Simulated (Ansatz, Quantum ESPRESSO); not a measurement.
# HfPbO3 (Pm-3m): third-order response, part 2 of 3

Wanted: vibrational spectra of HfPbO3 (Pm-3m) from linear and non-linear response.

Quantum ESPRESSO 8.0 development, patched; DFT LDA, scalar-relativistic, plane waves, PseudoDojo norm-conserving pseudopotentials.

So far. Step 2 (A probe with smearing): A gap of 2.3 eV opens on this mesh, so the crystal is taken as an insulator; the start stands at -11 GPa. Step 4 (Self-consistent run for the response): The cell stands at -0.027 GPa, close enough for phonons. The relaxed cell has a = 4.063 Å (conventional setting).

### 5. Zone-centre response

At q = 0 one unit cell holds all displacements; symmetry groups them into irreducible representations that are solved one by one. The response to a field gives ε∞ and the Born charges, which polar modes need. Third-order response adds the Raman tensors.

Contents of ph.in:

```
phonons
&INPUTPH
  prefix = 'x'
  outdir = './tmp'
  fildyn = 'g.dyn'
  tr2_ph = 1.0d-18
  epsil  = .true.
  lraman = .true.
  elop   = .true.
/
0.000000000000 0.000000000000 0.000000000000
```

The run is started by

```sh
$ OMP_NUM_THREADS=1 mpirun -n 16 ph.x -nk 16 -in ph.in > ph.out
```

The log of the run:

```text
[banners, grids, parts of the stress and lines that vanish by symmetry left out]
[banner, memory and clock lines left out]
Program PHONON v.8.0dev

[...]
(   1q-points):
[...]
Exchange-correlation= PW
                           (   1   4   0   0   0   0   0)
[...]
kinetic-energy cut-off    =      84.0000  Ry
     charge density cut-off    =     336.0000  Ry
     convergence threshold     =      1.0E-18
[...]
Exchange-correlation= PW
                           (   1   4   0   0   0   0   0)
[...]
q = (   0.0000000   0.0000000   0.0000000 )
     49 Sym.Ops. (with q -> -q+G )
     G cutoff =  501.7928  (  47089 G-vectors)     FFT grid: ( 45, 45, 45)
     number of k points=    35
[...]
Mode symmetry, O_h (m-3m)  point group:
[...]
Dielectric constant
[...]
End of electric fields calculation
          Dielectric constant in cartesian axis
          (       6.652562041       0.000000000       0.000000000 )
          (       0.000000000       6.652562041       0.000000000 )
          (       0.000000000       0.000000000       6.652562041 )
          Effective charges (d Force / dE) in cartesian axis without acoustic sum rule applied (asr)
           atom    1  Hf    Mean Z*:        5.69663
      Ex  (        5.69663        0.00000        0.00000 )
      Ey  (        0.00000        5.69663        0.00000 )
      Ez  (        0.00000        0.00000        5.69663 )
           atom    2  Pb    Mean Z*:        3.91794
      Ex  (        3.91794        0.00000        0.00000 )
      Ey  (        0.00000        3.91794        0.00000 )
      Ez  (        0.00000        0.00000        3.91794 )
           atom    3  O     Mean Z*:       -3.20547
      Ex  (       -4.58954        0.00000        0.00000 )
      Ey  (        0.00000       -2.51344        0.00000 )
      Ez  (        0.00000        0.00000       -2.51344 )
           atom    4  O     Mean Z*:       -3.20547
      Ex  (       -2.51344        0.00000        0.00000 )
      Ey  (        0.00000       -4.58954        0.00000 )
      Ez  (        0.00000        0.00000       -2.51344 )
           atom    5  O     Mean Z*:       -3.20547
      Ex  (       -2.51344        0.00000        0.00000 )
      Ey  (        0.00000       -2.51344        0.00000 )
      Ez  (        0.00000        0.00000       -4.58954 )
          Effective charges Sum: Mean:       -0.00183
[...]
Effective charges (d Force / dE) in cartesian axis with asr applied:
           atom    1  Hf    Mean Z*:        5.69700
[...]
atom    2  Pb    Mean Z*:        3.91831
[...]
atom    3  O     Mean Z*:       -3.20510
[...]
atom    4  O     Mean Z*:       -3.20510
[...]
atom    5  O     Mean Z*:       -3.20510
[...]
Dielectric constant from finite-differences
          (       6.652604567       0.000000000       0.000000000 )
          (       0.000000000       6.652604567       0.000000000 )
          (       0.000000000       0.000000000       6.652604567 )
[...]
(       0.000000000       0.000000000       0.000000000 )
          (       0.000000000       0.000000000       0.000000000 )
          (       0.000000000      -0.000000000       0.000000000 )
          (       0.000000000       0.000000000      -0.000000000 )
          (       0.000000000       0.000000000       0.000000000 )
          (       0.000000000       0.000000000       0.000000000 )
          (       0.000000000      -0.000000000       0.000000000 )
          (       0.000000000       0.000000000       0.000000000 )
[...]
(       0.000000000       0.000000000       0.000000000 )
          (      -0.000000000       0.000000000       0.000000000 )
          (       0.000000000      -0.000000000       0.000000000 )
          (      -0.000000000       0.000000000       0.000000000 )
          (       0.000000000       0.000000000       0.000000000 )
[...]
Representation #   1 modes #   1   2   3
[...]
End of self-consistent calculation
     Convergence has been achieved
     Representation #   2 modes #   4   5   6
[...]
End of self-consistent calculation
     Convergence has been achieved
     Representation #   3 modes #   7   8   9
[...]
End of self-consistent calculation
     Convergence has been achieved
     Representation #   4 modes #  10  11  12
[...]
End of self-consistent calculation
     Convergence has been achieved
     Representation #   5 modes #  13  14  15
[...]
End of self-consistent calculation
     Convergence has been achieved
[...]
Dielectric constant in cartesian axis
          (       6.652562041       0.000000000       0.000000000 )
          (       0.000000000       6.652562041       0.000000000 )
          (       0.000000000       0.000000000       6.652562041 )
          Effective charges (d Force / dE) in cartesian axis without acoustic sum rule applied (asr)
           atom    1  Hf    Mean Z*:        5.69663
      Ex  (        5.69663        0.00000        0.00000 )
      Ey  (        0.00000        5.69663        0.00000 )
      Ez  (        0.00000        0.00000        5.69663 )
           atom    2  Pb    Mean Z*:        3.91794
      Ex  (        3.91794        0.00000        0.00000 )
      Ey  (        0.00000        3.91794        0.00000 )
      Ez  (        0.00000        0.00000        3.91794 )
           atom    3  O     Mean Z*:       -3.20547
      Ex  (       -4.58954        0.00000        0.00000 )
      Ey  (        0.00000       -2.51344        0.00000 )
      Ez  (        0.00000        0.00000       -2.51344 )
           atom    4  O     Mean Z*:       -3.20547
      Ex  (       -2.51344        0.00000        0.00000 )
      Ey  (        0.00000       -4.58954        0.00000 )
      Ez  (        0.00000        0.00000       -2.51344 )
           atom    5  O     Mean Z*:       -3.20547
      Ex  (       -2.51344        0.00000        0.00000 )
      Ey  (        0.00000       -2.51344        0.00000 )
      Ez  (        0.00000        0.00000       -4.58954 )
          Effective charges Sum: Mean:       -0.00183
[...]
Effective charges (d Force / dE) in cartesian axis with asr applied:
           atom    1  Hf    Mean Z*:        5.69700
[...]
atom    2  Pb    Mean Z*:        3.91831
[...]
atom    3  O     Mean Z*:       -3.20510
[...]
atom    4  O     Mean Z*:       -3.20510
[...]
atom    5  O     Mean Z*:       -3.20510
[...]
q = (    0.000000000   0.000000000   0.000000000 )
[...]
freq (    1) =      -3.578088 [THz] =    -119.352174 [cm-1]
     freq (    2) =      -3.578088 [THz] =    -119.352174 [cm-1]
     freq (    3) =      -3.578088 [THz] =    -119.352174 [cm-1]
     freq (    4) =       0.043386 [THz] =       1.447188 [cm-1]
     freq (    5) =       0.043386 [THz] =       1.447188 [cm-1]
     freq (    6) =       0.043386 [THz] =       1.447188 [cm-1]
     freq (    7) =       3.300521 [THz] =     110.093514 [cm-1]
     freq (    8) =       3.300521 [THz] =     110.093514 [cm-1]
     freq (    9) =       3.300521 [THz] =     110.093514 [cm-1]
     freq (   10) =       4.322282 [THz] =     144.175814 [cm-1]
     freq (   11) =       4.322282 [THz] =     144.175814 [cm-1]
     freq (   12) =       4.322282 [THz] =     144.175814 [cm-1]
     freq (   13) =      17.880647 [THz] =     596.434170 [cm-1]
     freq (   14) =      17.880647 [THz] =     596.434170 [cm-1]
     freq (   15) =      17.880647 [THz] =     596.434170 [cm-1]
[...]
Mode symmetry, O_h (m-3m)  point group:
     freq (   1-   3) =       -119.4  [cm-1]   --> T_1u G_15  G_4- I
     freq (   4-   6) =          1.4  [cm-1]   --> T_1u G_15  G_4- I
     freq (   7-   9) =        110.1  [cm-1]   --> T_2u G_25  G_5-
     freq (  10-  12) =        144.2  [cm-1]   --> T_1u G_15  G_4- I
     freq (  13-  15) =        596.4  [cm-1]   --> T_1u G_15  G_4- I
```

Run time: 35 min. Hardware: 16 MPI ranks of Arm Neoverse N1, shared host; 9.4 h of CPU time.

Numbers from this step:

```
miss of the charge sum rule                                       : 0.001850 e
largest acoustic frequency at the zone centre before the sum rule : 1.45 cm⁻¹
highest optical zone-centre mode (no LO-TO term)                  : 596.4 cm⁻¹
lowest optical zone-centre mode                                   : -119.3 cm⁻¹
mean high-frequency dielectric constant                           : 6.653
largest Born charge in size (third of the trace)                  : 5.697 e
```

Born charge (rows field, columns displacement), before the sum rule (e), principal values of the symmetric part by kind of site:

| atom | atoms with these values | low | middle | high | mean |
| --- | --- | --- | --- | --- | --- |
| Hf1 | 1 | 5.70 | 5.70 | 5.70 | 5.70 |
| Pb2 | 1 | 3.92 | 3.92 | 3.92 | 3.92 |
| O3 | 3 | -4.59 | -2.51 | -2.51 | -3.21 |

In full for Hf1:

```
5.70 0.00 0.00
0.00 5.70 0.00
0.00 0.00 5.70
```

High-frequency dielectric tensor:

```
6.65 0.00 0.00
0.00 6.65 0.00
0.00 0.00 6.65
```

The acoustic modes at Γ come out as far as 1.4 cm⁻¹ from zero, where they should vanish, a small numerical error; the Born charges miss their sum rule by 0.0019 e, which is good. The lowest optical mode is imaginary, 119i cm⁻¹, an instability at this level and on this k mesh.

### 6. Modes with the sum rule

A rigid shift of the crystal must cost nothing, but grids and finite bases break this; the acoustic sum rule is imposed before the matrix is diagonalised again. With Born charges the intensities follow; a static dielectric tensor has no meaning with imaginary modes.

Contents of dynmat.in:

```
&INPUT
  fildyn = 'g.dyn'
  asr    = 'simple'
  fileig = 'dynmat.eig'
  lperm  = .true.
/
```

The run is started by

```sh
$ dynmat.x -in dynmat.in > dynmat.out
```

The log of the run:

```text
[banner, memory and clock lines left out]
Program DYNMAT v.8.0dev

     Reading Dynamical Matrix from file g.dyn
     ...Force constants read
     ...epsilon and Z* read
     ...Raman cross sections read
     A direction for q was not specified:TO-LO splitting will be absent

     Polarizability (A^3 units)
     multiply by 0.346718 for Clausius-Mossotti correction (not under assume_isolated = 'mt')
        30.175616    0.000000    0.000000
         0.000000   30.175616    0.000000
         0.000000    0.000000   30.175616

     IR activities are in (D/A)^2/amu units

# mode   [cm-1]    [THz]      IR
    1   -119.44   -3.5807   22.8239
    2   -119.44   -3.5807   22.8239
    3   -119.44   -3.5807   22.8239
    4     -0.00   -0.0000    0.0000
    5      0.00    0.0000    0.0000
    6      0.00    0.0000    0.0000
    7    109.92    3.2953    0.0000
    8    109.92    3.2953    0.0000
    9    109.92    3.2953    0.0000
   10    144.14    4.3211   11.3152
   11    144.14    4.3211   11.3152
   12    144.14    4.3211   11.3152
   13    596.45   17.8811   20.3499
   14    596.45   17.8811   20.3499
   15    596.45   17.8811   20.3499

Electronic dielectric permittivity tensor (relative, adimensional)
         6.652562    0.000000    0.000000
         0.000000    6.652562    0.000000
         0.000000    0.000000    6.652562

 ... with zone-center polar mode contributions
        25.787232   -0.000000   -0.000000
        -0.000000   25.787232   -0.000000
        -0.000000   -0.000000   25.787232

[end of the log left out, with the tail of the file of modes that dynmat.x writes under the same name]
```

Run time: 0.52 s. Hardware: 1 thread.

Read from the output:

```yaml
highest_optical_zone_centre_mode_no_lo_to_term: 596.5 cm⁻¹
lowest_optical_zone_centre_mode: -119.4 cm⁻¹
```

Unit eigenvectors of the mass-weighted matrix after the sum rule; no LO-TO term. The modes at Γ (shares of kinetic energy by element, %) (negative means imaginary):

| mode | frequency (cm⁻¹) | Hf % | Pb % | O % |
| --- | --- | --- | --- | --- |
| 1 | -119.4 | 5 | 33 | 62 |
| 2 | -119.4 | 5 | 33 | 62 |
| 3 | -119.4 | 5 | 33 | 62 |
| 4 | 0.0 | 41 | 48 | 11 |
| 5 | 0.0 | 41 | 48 | 11 |
| 6 | 0.0 | 41 | 48 | 11 |
| 7 | 109.9 | 0 | 0 | 100 |
| 8 | 109.9 | 0 | 0 | 100 |
| 9 | 109.9 | 0 | 0 | 100 |
| 10 | 144.1 | 51 | 20 | 29 |
| 11 | 144.1 | 51 | 20 | 29 |
| 12 | 144.1 | 51 | 20 | 29 |
| 13 | 596.4 | 3 | 0 | 97 |
| 14 | 596.4 | 3 | 0 | 97 |
| 15 | 596.4 | 3 | 0 | 97 |

Displacements in mode 3 (-119.4 cm⁻¹), the largest set to 1:
```
Hf1  0.02 -0.13 -0.07
Pb2 -0.04  0.30  0.15
O3   0.05 -1.00 -0.52
O4   0.13 -0.43 -0.52
O5   0.13 -1.00 -0.22
```

Displacements in mode 14 (596.4 cm⁻¹), the largest set to 1:
```
Hf1  0.00 -0.05  0.00
Pb2  0.00  0.00  0.00
O3   0.00 -0.19  0.00
O4   0.00  1.00  0.00
O5   0.00 -0.19  0.00
```

Degenerate modes summed, no LO-TO term; imaginary modes left out. Infrared lines, with heights relative to the strongest:

| position (cm⁻¹) | lines merged | IR intensity, relative |
| --- | --- | --- |
| 110 | 3 | 0.0 |
| 144 | 3 | 56 |
| 596 | 3 | 100 |

The rule moves no optical mode by more than 0.2 cm⁻¹.

### 7. Sum rules set otherwise (asr no)

Without the rule the raw error of the acoustic modes shows.

Contents of dynmat.in:

```
&INPUT
  fildyn = 'g.dyn'
  asr    = 'no'
  fileig = 'dynmat.eig'
  lperm  = .true.
/
```

The run is started by

```sh
$ dynmat.x -in dynmat.in > dynmat.out
```

The log of the run:

```text
[banner, memory and clock lines left out]
Program DYNMAT v.8.0dev

     Reading Dynamical Matrix from file g.dyn
     ...Force constants read
     ...epsilon and Z* read
     ...Raman cross sections read
     A direction for q was not specified:TO-LO splitting will be absent

     Polarizability (A^3 units)
     multiply by 0.346718 for Clausius-Mossotti correction (not under assume_isolated = 'mt')
        30.175616    0.000000    0.000000
         0.000000   30.175616    0.000000
         0.000000    0.000000   30.175616

     IR activities are in (D/A)^2/amu units

# mode   [cm-1]    [THz]      IR
    1   -119.35   -3.5781   22.8161
    2   -119.35   -3.5781   22.8161
    3   -119.35   -3.5781   22.8161
    4      1.45    0.0434    0.0000
    5      1.45    0.0434    0.0000
    6      1.45    0.0434    0.0000
    7    110.09    3.3005    0.0000
    8    110.09    3.3005    0.0000
    9    110.09    3.3005    0.0000
   10    144.18    4.3223   11.3321
   11    144.18    4.3223   11.3321
   12    144.18    4.3223   11.3321
   13    596.43   17.8806   20.3501
   14    596.43   17.8806   20.3501
   15    596.43   17.8806   20.3501

Electronic dielectric permittivity tensor (relative, adimensional)
         6.652562    0.000000    0.000000
         0.000000    6.652562    0.000000
         0.000000    0.000000    6.652562

 ... with zone-center polar mode contributions
        25.803765   -0.000000    0.000000
        -0.000000   25.803765    0.000000
         0.000000    0.000000   25.803765

[end of the log left out, with the tail of the file of modes that dynmat.x writes under the same name]
```

It took 0.47 s on 1 thread.

Read from the output:

```yaml
highest_optical_zone_centre_mode_no_lo_to_term: 596.4 cm⁻¹
lowest_optical_zone_centre_mode: -119.3 cm⁻¹
```

Zone-centre frequencies as printed; negative means imaginary. Modes:

| mode | frequency (cm⁻¹) |
| --- | --- |
| 1 | -119.3 |
| 2 | -119.3 |
| 3 | -119.3 |
| 4 | 1.45 |
| 5 | 1.45 |
| 6 | 1.45 |
| 7 | 110.1 |
| 8 | 110.1 |
| 9 | 110.1 |
| 10 | 144.2 |
| 11 | 144.2 |
| 12 | 144.2 |
| 13 | 596.4 |
| 14 | 596.4 |
| 15 | 596.4 |

Against the first rule no mode moves by more than 1.5 cm⁻¹.

### 8. Sum rules set otherwise (asr crystal)

The rule can be imposed in more than one way; the choices should agree where the raw error is small.

Contents of dynmat.in:

```
&INPUT
  fildyn = 'g.dyn'
  asr    = 'crystal'
  fileig = 'dynmat.eig'
  lperm  = .true.
/
```

The run is started by

```sh
$ dynmat.x -in dynmat.in > dynmat.out
```

The log of the run:

```text
[banner, memory and clock lines left out]
Program DYNMAT v.8.0dev

     Reading Dynamical Matrix from file g.dyn
     ...Force constants read
     ...epsilon and Z* read
     ...Raman cross sections read
     Acoustic Sum Rule: || Z*(ASR) - Z*(orig)|| =    1.417089E-03
     Acoustic Sum Rule: ||dyn(ASR) - dyn(orig)||=    7.454333E-05
     A direction for q was not specified:TO-LO splitting will be absent

     Polarizability (A^3 units)
     multiply by 0.346718 for Clausius-Mossotti correction (not under assume_isolated = 'mt')
        30.175616    0.000000    0.000000
         0.000000   30.175616    0.000000
         0.000000    0.000000   30.175616

     IR activities are in (D/A)^2/amu units

# mode   [cm-1]    [THz]      IR
    1   -119.41   -3.5799   22.8195
    2   -119.41   -3.5799   22.8195
    3   -119.41   -3.5799   22.8195
    4     -0.00   -0.0000    0.0000
    5      0.00    0.0000    0.0000
    6      0.00    0.0000    0.0000
    7    110.09    3.3005    0.0000
    8    110.09    3.3005    0.0000
    9    110.09    3.3005    0.0000
   10    144.15    4.3216   11.3207
   11    144.15    4.3216   11.3207
   12    144.15    4.3216   11.3207
   13    596.44   17.8809   20.3489
   14    596.44   17.8809   20.3489
   15    596.44   17.8809   20.3489

Electronic dielectric permittivity tensor (relative, adimensional)
         6.652562    0.000000    0.000000
         0.000000    6.652562    0.000000
         0.000000    0.000000    6.652562

 ... with zone-center polar mode contributions
        25.791626    0.000000   -0.000000
         0.000000   25.791626   -0.000000
        -0.000000   -0.000000   25.791626

[end of the log left out, with the tail of the file of modes that dynmat.x writes under the same name]
```

Wall time 0.47 s (1 thread).

Read from the output:

* lowest optical zone-centre mode: -119.4 cm⁻¹

Zone-centre frequencies as printed; negative means imaginary. Modes:

| mode | frequency (cm⁻¹) |
| --- | --- |
| 1 | -119.4 |
| 2 | -119.4 |
| 3 | -119.4 |
| 4 | 0 |
| 5 | 0 |
| 6 | 0 |
| 7 | 110.1 |
| 8 | 110.1 |
| 9 | 110.1 |
| 10 | 144.2 |
| 11 | 144.2 |
| 12 | 144.2 |
| 13 | 596.4 |
| 14 | 596.4 |
| 15 | 596.4 |

Against the first rule no mode moves by more than 0.2 cm⁻¹.

### 9. Modes along a direction of q (1 0 0)

A longitudinal polar mode sets up a macroscopic field that stiffens it; the term hangs on the direction from which q goes to zero.

Contents of dynmat.in:

```
&INPUT
  fildyn = 'g.dyn'
  asr    = 'simple'
  fileig = 'dynmat.eig'
  q(1)   = 1.0
  q(2)   = 0.0
  q(3)   = 0.0
/
```

The run is started by

```sh
$ dynmat.x -in dynmat.in > dynmat.out
```

The log of the run:

```text
[banner, memory and clock lines left out]
Program DYNMAT v.8.0dev

     Reading Dynamical Matrix from file g.dyn
     ...Force constants read
     ...epsilon and Z* read
     ...Raman cross sections read

     Polarizability (A^3 units)
     multiply by 0.346718 for Clausius-Mossotti correction (not under assume_isolated = 'mt')
        30.175616    0.000000    0.000000
         0.000000   30.175616    0.000000
         0.000000    0.000000   30.175616

     IR activities are in (D/A)^2/amu units

# mode   [cm-1]    [THz]      IR
    1   -119.44   -3.5807   22.8239
    2   -119.44   -3.5807   22.8239
    3      0.00    0.0000    0.0000
    4      0.00    0.0000    0.0000
    5      0.00    0.0000    0.0000
    6     82.81    2.4825    0.3990
    7    109.92    3.2953    0.0000
    8    109.92    3.2953    0.0000
    9    109.92    3.2953    0.0000
   10    144.14    4.3211   11.3152
   11    144.14    4.3211   11.3152
   12    340.54   10.2093   14.8509
   13    596.45   17.8811   20.3499
   14    596.45   17.8811   20.3499
   15    706.99   21.1951   39.2391

[end of the log left out, with the tail of the file of modes that dynmat.x writes under the same name]
```

Elapsed: 0.47 s, on 1 thread.

This step gave:

* highest mode moved by the LO-TO term: 707.0 cm⁻¹

Zone-centre frequencies as printed; negative means imaginary. Modes:

| mode | frequency (cm⁻¹) |
| --- | --- |
| 1 | -119.4 |
| 2 | -119.4 |
| 3 | 0 |
| 4 | 0 |
| 5 | 0 |
| 6 | 82.81 |
| 7 | 109.9 |
| 8 | 109.9 |
| 9 | 109.9 |
| 10 | 144.1 |
| 11 | 144.1 |
| 12 | 340.5 |
| 13 | 596.5 |
| 14 | 596.5 |
| 15 | 707 |

The field moves 3 modes; the highest of them now lies at 707 cm⁻¹, where the highest that moved away lay at 596.

[end of part 2 of 3]

[Host names and launcher messages were left out of these logs when they were recorded.]

[Logs are printed without paths, hosts, clocks, repeated set-up lines and the standing remarks that a program may print on its own settings, such as how far it seeks lower states.]

[Hosts, paths, dates, database ids (printed as entryN), source tags and the programs' standing remarks are cut or masked in the printed files.]
